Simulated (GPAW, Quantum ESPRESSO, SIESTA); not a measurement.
**Other levels on C(100)/AlN(10-10) interface (192 atoms)**

The cell holds 192 atoms: 136 C, 28 Al and 28 N. Its edges and angles: a = 13.619 Å, b = 7.974 Å, c = 13.873 Å, α = 90.0°, β = 90.0°, γ = 86.1°. It derives from C. Diamond-structure C(100), 4 repeat layers, 17 surface cells, strained +0.26 and -0.02 %; wurtzite AlN(10-10), 2 layers, 7 cells, -0.26 and +0.02 %; outer planes 1.98 Å apart and 2.06 Å at the second interface of the periodic stack; not relaxed, displaced by a Gaussian of 0.02 Å. Then every atom was moved at random, 0.05 Å r.m.s. a Cartesian component. Regions: C, 136 atoms (136 C); AlN, 56 atoms (28 Al and 28 N).

Geometry: as built.

The reference, a calculation:

- method: Kohn-Sham DFT, PBE, SSSP efficiency 1.3.0 pseudopotentials, plane waves (Quantum ESPRESSO 7.5); sssp-pbe-1.3.0-efficiency, cutoffs 60/480 Ry, Γ point
- r.m.s. force component: 2.076 eV/Å
- longest force: 8.026 eV/Å
- pressure: -2.182 GPa
- time: 13 min on 4 MPI ranks of Arm Neoverse V2, shared host
- CPU time: 51 min

Runs, in no order:
A. SIESTA PBE, DZ, shift 0.01 Ry, mesh 500 Ry: Kohn-Sham DFT, PBE, PseudoDojo 0.4.1 norm-conserving pseudopotentials (converted to PSML), numerical atomic orbitals (DZ), diagonalisation
B. GPAW PBE, LCAO dzp, h 0.16 Å: Kohn-Sham DFT, PBE, PAW, atomic orbitals (dzp)
C. GPAW PBE, grid h 0.24 Å: Kohn-Sham DFT, PBE, PAW, finite differences on a real-space grid

**Question.** Rank the runs by how far their forces lie from the reference's, least first.

B, A, C.

```
                                          run  Δ force, r.m.s. (meV/Å)  share of r.m.s. force (%)  CPU time
              B. GPAW PBE, LCAO dzp, h 0.16 Å                      155                       7.46    47 min
A. SIESTA PBE, DZ, shift 0.01 Ry, mesh 500 Ry                      367                       17.7    12 min
                   C. GPAW PBE, grid h 0.24 Å                      803                       38.7    21 min
```

The electronic-structure runs sample only Γ, in a cell whose shortest periodic width is 8 Å, which is coarse for a cell with partly filled levels.

[Logs are printed without paths, hosts, clocks, repeated set-up lines and the standing remarks that a program may print on its own settings, such as how far it seeks lower states.]

[Hosts, paths, dates, database ids (printed as entryN), source tags and the programs' standing remarks are cut or masked in the printed files.]
